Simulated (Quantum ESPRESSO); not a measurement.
# BP (F-43m): phonons against volume, part 4 of 8

Wanted: mode Grüneisen parameters of BP and a free-energy fit over volumes.

What experiment has found for this phase:
- volume expansion coefficient 9.6 1e-6/K near room temperature (given in “Thermal expansion coefficients of high thermal conducting BAs and BP materials (three times its linear coefficient)”, 2019, arxiv:1906.04101)

Quantum ESPRESSO 7.5; DFT LDA, scalar-relativistic, plane waves, GBRV ultrasoft pseudopotentials.

So far. Step 3 (Relaxation): After the last step pw.x solved the final cell once more on a basis chosen for it, which moves the energy without moving the atoms. Step 4 (Self-consistent run): On a basis chosen for the relaxed cell the pressure is -0.01 GPa, small enough for phonons.

## Step 5: Born charges and dielectric tensor

In a polar crystal the Born charges and ε∞ give the long-range dipole term that a finite supercell misses. They are those of this k-mesh and were not tested on a denser one; where the gap is small they converge slowly, and the LO modes with them.

ph.in

```
phonons
 &inputph
    prefix='x',
    outdir='./tmp',
    fildyn='x.dyn',
    tr2_ph=1.0d-18,
    epsil=.true.,
 /
0.000000000 0.000000000 0.000000000
```

scf.in

```
 &control
    calculation='scf',
    prefix='x',
    outdir='./tmp',
    pseudo_dir='./pseudo',
    tprnfor=.true.,
    tstress=.true.,
 /
 &system
    ibrav=0,
    nat=2,
    ntyp=2,
    ecutwfc=40.0,
    ecutrho=240.0,
    occupations='fixed',
    nbnd=6,
 /
 &electrons
    conv_thr=1.0d-12,
    mixing_beta=0.7,
    electron_maxstep=100,
 /
ATOMIC_SPECIES
 B      10.8100  B.upf
 P      30.9738  P.upf
CELL_PARAMETERS angstrom
     0.000000000    2.246629583    2.246629583
     2.246629583    0.000000000    2.246629583
     2.246629583    2.246629583    0.000000000
ATOMIC_POSITIONS crystal
 B      0.000000000   0.000000000   0.000000000
 P      0.250000000   0.250000000   0.250000000
K_POINTS automatic
 10 10 10 0 0 0
```

Launch:

```console
OMP_NUM_THREADS=1 mpirun -n 4 ph.x -nk 4 -in ph.in > ph.out
```

The program printed:

```text
[banner, memory and clock lines left out]
Program PHONON v.7.5

     ./tmp/x.save/

     IMPORTANT: XC functional enforced from input :
     Exchange-correlation= PZ
                           (   1   1   0   0   0   0   0)
     Any further DFT definition will be discarded
     Please, verify this is what you really want

     G-vector sticks info

     Reading collected, re-writing distributed wavefunctions in ./tmp/

     Number and degeneracy of irreps per q-point
       N         xq(1)         xq(2)         xq(3)   N irreps
       1   0.000000000   0.000000000   0.000000000       2
        3   3

     Calculation of q =    0.0000000   0.0000000   0.0000000

     phonons

     bravais-lattice index     =            0
     lattice parameter (alat)  =       6.0041  a.u.
     unit-cell volume          =     153.0457 (a.u.)^3
     number of atoms/cell      =            2
     number of atomic types    =            2
     kinetic-energy cut-off    =      40.0000  Ry
     charge density cut-off    =     240.0000  Ry
     convergence threshold     =      1.0E-18
     beta                      =       0.7000
     number of iterations used =            4
     Exchange-correlation= PZ
                           (   1   1   0   0   0   0   0)

     celldm(1)=    6.00406  celldm(2)=    0.00000  celldm(3)=    0.00000
     celldm(4)=    0.00000  celldm(5)=    0.00000  celldm(6)=    0.00000

     crystal axes: (cart. coord. in units of alat)
               a(1) = (  0.0000  0.7071  0.7071 )
               a(2) = (  0.7071  0.0000  0.7071 )
               a(3) = (  0.7071  0.7071  0.0000 )

     reciprocal axes: (cart. coord. in units 2 pi/alat)
               b(1) = ( -0.7071  0.7071  0.7071 )
               b(2) = (  0.7071 -0.7071  0.7071 )
               b(3) = (  0.7071  0.7071 -0.7071 )

     Atoms inside the unit cell:

     Cartesian axes

     site n.  atom      mass           positions (alat units)
        1  B      10.8100   tau(    1) = (    0.00000    0.00000    0.00000  )
        2  P      30.9738   tau(    2) = (    0.35355    0.35355    0.35355  )

     Computing dynamical matrix for
                    q = (   0.0000000   0.0000000   0.0000000 )

     25 Sym.Ops. (with q -> -q+G )

     G cutoff =  219.1504  (   9577 G-vectors)     FFT grid: ( 30, 30, 30)
     G cutoff =  146.1002  (   5209 G-vectors)  smooth grid: ( 25, 25, 25)
     number of k points=    47
                       cart. coord. in units 2pi/alat
        k(    1) = (   0.0000000   0.0000000   0.0000000), wk =   0.0020000
        k(    2) = (   0.0707107   0.0707107  -0.0707107), wk =   0.0160000
        k(    3) = (   0.1414214   0.1414214  -0.1414214), wk =   0.0160000
        k(    4) = (   0.2121320   0.2121320  -0.2121320), wk =   0.0160000
        k(    5) = (   0.2828427   0.2828427  -0.2828427), wk =   0.0160000
        k(    6) = (  -0.3535534  -0.3535534   0.3535534), wk =   0.0080000
        k(    7) = (   0.1414214  -0.0000000   0.0000000), wk =   0.0120000
        k(    8) = (   0.2121320   0.0707107  -0.0707107), wk =   0.0480000
        k(    9) = (   0.2828427   0.1414214  -0.1414214), wk =   0.0480000
        k(   10) = (   0.3535534   0.2121320  -0.2121320), wk =   0.0480000
        k(   11) = (  -0.2828427  -0.4242641   0.4242641), wk =   0.0480000
        k(   12) = (  -0.2121320  -0.3535534   0.3535534), wk =   0.0480000
        k(   13) = (  -0.1414214  -0.2828427   0.2828427), wk =   0.0480000
        k(   14) = (  -0.0707107  -0.2121320   0.2121320), wk =   0.0480000
        k(   15) = (   0.0000000  -0.1414214   0.1414214), wk =   0.0240000
        k(   16) = (   0.2828427  -0.0000000   0.0000000), wk =   0.0120000
[...]
k(   40) = (   0.0000000  -0.2828427   0.4242641), wk =   0.0480000
        k(   41) = (  -0.1414214  -0.5656854   0.7071068), wk =   0.0480000
        k(   42) = (  -0.0707107  -0.4949747   0.6363961), wk =   0.0960000
        k(   43) = (   0.0000000  -0.4242641   0.5656854), wk =   0.0480000
        k(   44) = (  -0.7071068   0.1414214   0.0000000), wk =   0.0240000
        k(   45) = (  -0.1414214  -0.4242641   0.7071068), wk =   0.0480000
        k(   46) = (  -0.0707107  -0.3535534   0.6363961), wk =   0.0480000
        k(   47) = (  -0.7071068   0.2828427   0.0000000), wk =   0.0240000

     PseudoPot. # 1 for B  read from file:
     ./pseudo/B.upf
     Pseudo is Ultrasoft + core correction, Zval =  3.0
     Using radial grid of  781 points,  4 beta functions with:
                l(1) =   0
                l(2) =   0
                l(3) =   1
                l(4) =   1
     Q(r) pseudized with  8 coefficients,  rinner =    1.100   1.100   1.100

     PseudoPot. # 2 for P  read from file:
     ./pseudo/P.upf
     Pseudo is Ultrasoft + core correction, Zval =  5.0
     Using radial grid of  903 points,  6 beta functions with:
                l(1) =   0
                l(2) =   0
                l(3) =   1
                l(4) =   1
                l(5) =   2
                l(6) =   2
     Q(r) pseudized with  8 coefficients,  rinner =    1.300   1.300   1.300
                                                       1.300   1.300

     Mode symmetry, T_d (-43m)  point group:

     Electric field:
     Dielectric constant
     Born effective charges as d Force / d E

     Atomic displacements:
     There are    2 irreducible representations

     Representation     1      3 modes -  To be done

     Representation     2      3 modes -  To be done

     Alpha used in Ewald sum =   2.5000

     Electric Fields Calculation

      thresh= 1.000E-02 alpha_mix =  0.700 |ddv_scf|^2 =  1.980E-07

      thresh= 4.449E-05 alpha_mix =  0.700 |ddv_scf|^2 =  3.183E-09

      thresh= 5.642E-06 alpha_mix =  0.700 |ddv_scf|^2 =  8.306E-11

      thresh= 9.114E-07 alpha_mix =  0.700 |ddv_scf|^2 =  2.694E-13

      thresh= 5.191E-08 alpha_mix =  0.700 |ddv_scf|^2 =  1.479E-14

      thresh= 1.216E-08 alpha_mix =  0.700 |ddv_scf|^2 =  4.527E-17

      thresh= 6.729E-10 alpha_mix =  0.700 |ddv_scf|^2 =  9.115E-19

     End of electric fields calculation

          Dielectric constant in cartesian axis

          (       9.277869128       0.000000000       0.000000000 )
          (       0.000000000       9.277869128       0.000000000 )
          (       0.000000000       0.000000000       9.277869128 )

          Effective charges (d Force / dE) in cartesian axis without acoustic sum rule applied (asr)

           atom    1  B     Mean Z*:       -0.63403
      Ex  (       -0.63403       -0.00000       -0.00000 )
      Ey  (       -0.00000       -0.63403        0.00000 )
      Ez  (       -0.00000        0.00000       -0.63403 )
           atom    2  P     Mean Z*:        0.61834
      Ex  (        0.61834       -0.00000       -0.00000 )
      Ey  (       -0.00000        0.61834        0.00000 )
      Ez  (       -0.00000        0.00000        0.61834 )

          Effective charges Sum: Mean:       -0.01569
             -0.01569       -0.00000       -0.00000
             -0.00000       -0.01569        0.00000
             -0.00000        0.00000       -0.01569

          Effective charges (d Force / dE) in cartesian axis with asr applied:
           atom    1  B     Mean Z*:       -0.62618
      E*x (       -0.62618        0.00000        0.00000 )
      E*y (        0.00000       -0.62618        0.00000 )
      E*z (        0.00000       -0.00000       -0.62618 )
           atom    2  P     Mean Z*:        0.62618
      E*x (        0.62618       -0.00000       -0.00000 )
      E*y (       -0.00000        0.62618       -0.00000 )
      E*z (       -0.00000        0.00000        0.62618 )

     Representation #   1 modes #   1   2   3

     Self-consistent Calculation

      thresh= 1.000E-02 alpha_mix =  0.700 |ddv_scf|^2 =  6.787E-08

      thresh= 2.605E-05 alpha_mix =  0.700 |ddv_scf|^2 =  2.529E-09

      thresh= 5.029E-06 alpha_mix =  0.700 |ddv_scf|^2 =  1.575E-10

      thresh= 1.255E-06 alpha_mix =  0.700 |ddv_scf|^2 =  2.422E-13

      thresh= 4.921E-08 alpha_mix =  0.700 |ddv_scf|^2 =  1.000E-14

      thresh= 1.000E-08 alpha_mix =  0.700 |ddv_scf|^2 =  3.235E-17

      thresh= 5.688E-10 alpha_mix =  0.700 |ddv_scf|^2 =  1.298E-18

      thresh= 1.139E-10 alpha_mix =  0.700 |ddv_scf|^2 =  1.234E-20

     End of self-consistent calculation

     Convergence has been achieved

     Representation #   2 modes #   4   5   6

     Self-consistent Calculation

      thresh= 1.000E-02 alpha_mix =  0.700 |ddv_scf|^2 =  7.451E-08

      thresh= 2.730E-05 alpha_mix =  0.700 |ddv_scf|^2 =  1.232E-09

      thresh= 3.510E-06 alpha_mix =  0.700 |ddv_scf|^2 =  9.466E-11

      thresh= 9.729E-07 alpha_mix =  0.700 |ddv_scf|^2 =  1.321E-13

      thresh= 3.635E-08 alpha_mix =  0.700 |ddv_scf|^2 =  4.196E-15

      thresh= 6.478E-09 alpha_mix =  0.700 |ddv_scf|^2 =  1.766E-17

      thresh= 4.202E-10 alpha_mix =  0.700 |ddv_scf|^2 =  8.447E-19

     End of self-consistent calculation

     Convergence has been achieved

     Number of q in the star =    1
     List of q in the star:
          1   0.000000000   0.000000000   0.000000000

          Dielectric constant in cartesian axis

          (       9.277869128       0.000000000       0.000000000 )
          (       0.000000000       9.277869128       0.000000000 )
          (       0.000000000       0.000000000       9.277869128 )

          Effective charges (d Force / dE) in cartesian axis without acoustic sum rule applied (asr)

           atom    1  B     Mean Z*:       -0.63403
      Ex  (       -0.63403       -0.00000       -0.00000 )
      Ey  (       -0.00000       -0.63403        0.00000 )
      Ez  (       -0.00000        0.00000       -0.63403 )
           atom    2  P     Mean Z*:        0.61834
      Ex  (        0.61834       -0.00000       -0.00000 )
      Ey  (       -0.00000        0.61834        0.00000 )
      Ez  (       -0.00000        0.00000        0.61834 )

          Effective charges Sum: Mean:       -0.01569
             -0.01569       -0.00000       -0.00000
             -0.00000       -0.01569        0.00000
             -0.00000        0.00000       -0.01569

          Effective charges (d Force / dE) in cartesian axis with asr applied:
           atom    1  B     Mean Z*:       -0.62618
      E*x (       -0.62618        0.00000        0.00000 )
      E*y (        0.00000       -0.62618        0.00000 )
      E*z (        0.00000       -0.00000       -0.62618 )
           atom    2  P     Mean Z*:        0.62618
      E*x (        0.62618       -0.00000       -0.00000 )
      E*y (       -0.00000        0.62618       -0.00000 )
      E*z (       -0.00000        0.00000        0.62618 )

     Diagonalizing the dynamical matrix

     q = (    0.000000000   0.000000000   0.000000000 )

 **************************************************************************
     freq (    1) =      -0.156471 [THz] =      -5.219303 [cm-1]
     freq (    2) =      -0.156471 [THz] =      -5.219303 [cm-1]
     freq (    3) =      -0.156471 [THz] =      -5.219303 [cm-1]
     freq (    4) =      24.596620 [THz] =     820.454937 [cm-1]
     freq (    5) =      24.596620 [THz] =     820.454937 [cm-1]
     freq (    6) =      24.596620 [THz] =     820.454937 [cm-1]
 **************************************************************************

     Mode symmetry, T_d (-43m)  point group:

     freq (   1-   3) =         -5.2  [cm-1]   --> T_2  G_15 P_4   I+R
     freq (   4-   6) =        820.5  [cm-1]   --> T_2  G_15 P_4   I+R
```

The job ended after 14 s (4 MPI ranks of Arm Neoverse V2, shared host; 58 s of CPU time).

This step gave:

```yaml
gamma_frequencies: -5.22, -5.22, -5.22, 820.5, 820.5, 820.5 cm⁻¹ (negative: imaginary)
gamma_symmetry: T_2 G_15 P_4 I+R, T_2 G_15 P_4 I+R, T_2 G_15 P_4 I+R, T_2 G_15 P_4 I+R, T_2 G_15 P_4 I+R, T_2 G_15 P_4 I+R
```

ε∞:

```
9.28 0.00 0.00
0.00 9.28 0.00
0.00 0.00 9.28
```

Born charge (rows field, columns displacement), before the sum rule (e), principal values of the symmetric part by kind of site:

```tsv
atom	atoms with these values	low	middle	high	mean
B1	1	-0.6340	-0.6340	-0.6340	-0.6340
P2	1	0.6183	0.6183	0.6183	0.6183
```

In full for P2:

```
0.6183 0.0000 0.0000
0.0000 0.6183 0.0000
0.0000 0.0000 0.6183
```

The Born charges sum to zero within 0.016 e; the rest is removed before use. Acoustic frequencies in this log differ from zero by the error of the sum rule, which ph.x does not impose.

(Part 4 of 8 ends here.)

[Logs are printed without paths, hosts, clocks, repeated set-up lines and the standing remarks that a program may print on its own settings, such as how far it seeks lower states.]

[Hosts, paths, dates, database ids (printed as entryN), source tags and the programs' standing remarks are cut or masked in the printed files.]

[A step with changed settings may run another functional than the one named; its input shows which.]

[Of the runs on displaced cells, only some may be shown.]
